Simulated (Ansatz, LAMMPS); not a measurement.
# Amorphous 88SiO2-12GeO2 (mol %) (96 atoms): relaxed cell and levels of theory

What does this cell relax to, and how do the Kohn-Sham gap, forces and pressure change with functional?

Calculated with Ansatz 0.2.0: Kohn-Sham DFT, PBE, PAW (set soft_2), plane waves; cutoff 420 eV, Γ point, fermi-dirac smearing of 0.025 eV.

**The cell**

Density at the start: 2.39 g/cm³. The cell holds 96 atoms: 28 Si, 4 Ge and 64 O. Its edges and angles: a = 11.345 Å, b = 11.345 Å, c = 11.345 Å, α = 90.0°, β = 90.0°, γ = 90.0°. 96 atoms (28 Si, 4 Ge, 64 O) placed at random at 2.39 g/cm³, melted at 5000 K for 10 ps at fixed volume with the Morse and Coulomb pair potential with partial charges (Pedone, Malavasi, Menziani, Cormack and Segre, J. Phys. Chem. B 110, 11780 (2006)). Quenched from 5000 K to 300 K at 50 K/ps and fixed volume, held 5 ps, then minimised at fixed cell.

Cell and atoms were relaxed with PBE. The walk converged after 25 steps, with a largest force component of 0.0203 eV/Å; it began at an r.m.s. force component of 0.84 eV/Å. The edges went from 11.345, 11.345, 11.345 to 11.602, 11.059, 10.944 Å, and the volume from 15.210 to 14.602 Å³ an atom (-4.0 %).

The input of the reference single point:

```yaml
crystal:
  lattice:
    - [11.59738, 0.15189, -0.29433]
    - [0.15189, 11.05831, -0.0246]
    - [-0.29433, -0.0246, 10.94009]
  atoms:
    - { symbol: Si, position: [0.65461, 0.21713, 0.08068] }
    - { symbol: Si, position: [0.131, 0.05667, 0.75538] }
    - { symbol: Si, position: [0.71929, 0.23985, 0.54244] }
    - { symbol: Si, position: [0.24011, 0.93168, 0.2163] }
    [... 90 atom lines left out ...]
    - { symbol: O, position: [0.59027, 0.65762, 0.86434] }
    - { symbol: O, position: [0.67323, 0.1445, 0.64119] }
kpoints:
  mp_grid: { grid: [1, 1, 1] }
hamiltonian:
  xc: pbe
scf:
  occupations: { method: fermi_dirac, width: 0.025 }
output:
  forces: true
  stress: true
  populations: true
  dos:
    method: { smearing: { sigma: 0.08 } }
    de: 0.05
    projected: { site_lists: { Ge: [Ge], O: [O], Si: [Si] } }
  eigenvalues: true
  write_density: true
  write_potential: true
  volumetric_format: npy
```

**Bonds after relaxation**

Bonds by pair of elements; cutoffs follow the first minimum of g(r), held within bounds set by covalent radii, and pairs that aren't listed don't count as bonded (cutoffs were set anew for this text, so counts can differ from the run's own analysis):

| pair A-B | cutoff (Å) | bonds | mean length (Å) | spread (Å) | shortest (Å) | B about A | A about B |
| --- | --- | --- | --- | --- | --- | --- | --- |
| O-Si | 2.12 | 112 | 1.64 | 0.029 | 1.55 | 1.75 | 4 |
| O-Ge | 2.27 | 16 | 1.77 | 0.053 | 1.72 | 0.25 | 4 |

How many atoms have how many bonded neighbours:

| element | mean | 1 | 2 | 3 | 4 |
| --- | --- | --- | --- | --- | --- |
| Ge | 4 | 0 | 0 | 0 | 4 |
| O | 2 | 1 | 62 | 1 | 0 |
| Si | 4 | 0 | 0 | 0 | 28 |

**Levels of theory**

Single points at the relaxed geometry:

| functional | k-mesh | Kohn-Sham gap (eV) | pressure (GPa) | r.m.s. force component (eV/Å) | SCF cycles | time |
| --- | --- | --- | --- | --- | --- | --- |
| PBE | 1×1×1 | 1.493 | -0.01 | 0.005 | 10 | 16 s |
| HSE06 | 1×1×1 | 3.197 | -4.95 | 0.215 | 19 | 3.6 min |
| r2SCAN | 1×1×1 | 2.031 | -4.85 | 0.176 | 10 | 32 s |
| PBEsol | 1×1×1 | 1.463 | -2.58 | 0.074 | 10 | 15 s |

The gap is that between the highest filled and lowest empty Kohn-Sham level on the run's k-points. Cutoffs: 420 eV for PBE, HSE06 and PBEsol; 500 eV for r2SCAN. Times come from shared hosts and are rough.

**Findings**

By these cutoffs 100 % of Ge atoms have 4, 97 % of O atoms have 2 and 100 % of Si atoms have 4 neighbours. The Kohn-Sham gap is 1.49 eV with PBE on the 1×1×1 mesh. On the 1×1×1 mesh HSE06 changes the gap by +1.70 eV against PBE. On the reference's mesh the gap changes with r2SCAN by +0.54 eV and PBEsol by -0.03 eV. Against the reference the pressure changes with HSE06 by -4.9 GPa, r2SCAN by -4.8 GPa and PBEsol by -2.6 GPa; a negative change means that the functional would take a smaller volume.

Limits: All single points share the geometry relaxed with PBE. The volume changed by -4.0 % on relaxing; in so small a cell, on this mesh and at this cutoff, the relaxed density is rough. One sample; tail or defect levels can set the gap of a disordered cell. The quench rate of 50 K/ps is many orders above laboratory rates, so the cell is likely richer in defects and strain than a real sample. The network of bonds at the start is that of the classical potential that made the cell, and needn't be the one that DFT or experiment would give.

[Long decimals in the printed logs are rounded to 6 places.]

[Logs are printed without paths, hosts, clocks, repeated set-up lines and the standing remarks that a program may print on its own settings, such as how far it seeks lower states.]

[Hosts, paths, dates, database ids (printed as entryN), source tags and the programs' standing remarks are cut or masked in the printed files.]

[Runs of further levels or settings that didn't converge aren't in the tables.]
